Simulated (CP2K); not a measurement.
Consider thiourea at its PBE geometry (Å).

```xyz
8

N     0.9858   -0.5048   -0.4369
C     0.1093    0.4406    0.0344
N    -1.1241   -0.0462    0.3887
S     0.5104    2.0511    0.1652
H     0.8589   -1.4835   -0.1937
H     1.9415   -0.1876   -0.5510
H    -1.4558   -0.9258    0.0032
H    -1.8260    0.6562    0.5901
```

Method: CP2K XAS_TDP, all-electron GAPW, PBEh(45%), aug-cc-pVDZ, TDA, GW2X-corrected core level, no relativity.

Predict the bright core excitations at the C K edge.

Leading lines: C2 288.69 eV. The leading line of an atom is its first one with 35 % of the strongest within 2.5 eV of its lowest line over the strength cut. Core ionisation energies at this level: C2 295.10 eV.

The first six lines of each atom with a strength over 0.0015:

| atom | energy (eV) | states | strength, one atom | above the computed threshold |
| --- | --- | --- | --- | --- |
| C2 (bonded to 2 N and S) | 288.69 | 1 | 0.0751 |  |
|  | 293.73 | 1 | 0.0132 |  |
|  | 293.74 | 1 | 0.0080 |  |
|  | 294.46 | 1 | 0.0076 |  |
|  | 294.55 | 1 | 0.0065 |  |
|  | 295.06 | 1 | 0.0055 |  |

Lines are vertical, at one geometry, with no vibrational structure. GW2X ionisation energies and lines can be off by 1 to 2 eV either way, and a good line position may hide errors that cancel. These values hold no scalar relativity, about 0.1 eV for C 1s. Rydberg lines, and the discretised continuum above threshold, depend on the basis and the box.

[Banner, clock and machine lines of the logs are left out without a mark of their own.]

[Logs are printed without paths, hosts, clocks, repeated set-up lines and the standing remarks that a program may print on its own settings, such as how far it seeks lower states.]

[Hosts, paths, dates, database ids (printed as entryN), source tags and the programs' standing remarks are cut or masked in the printed files.]
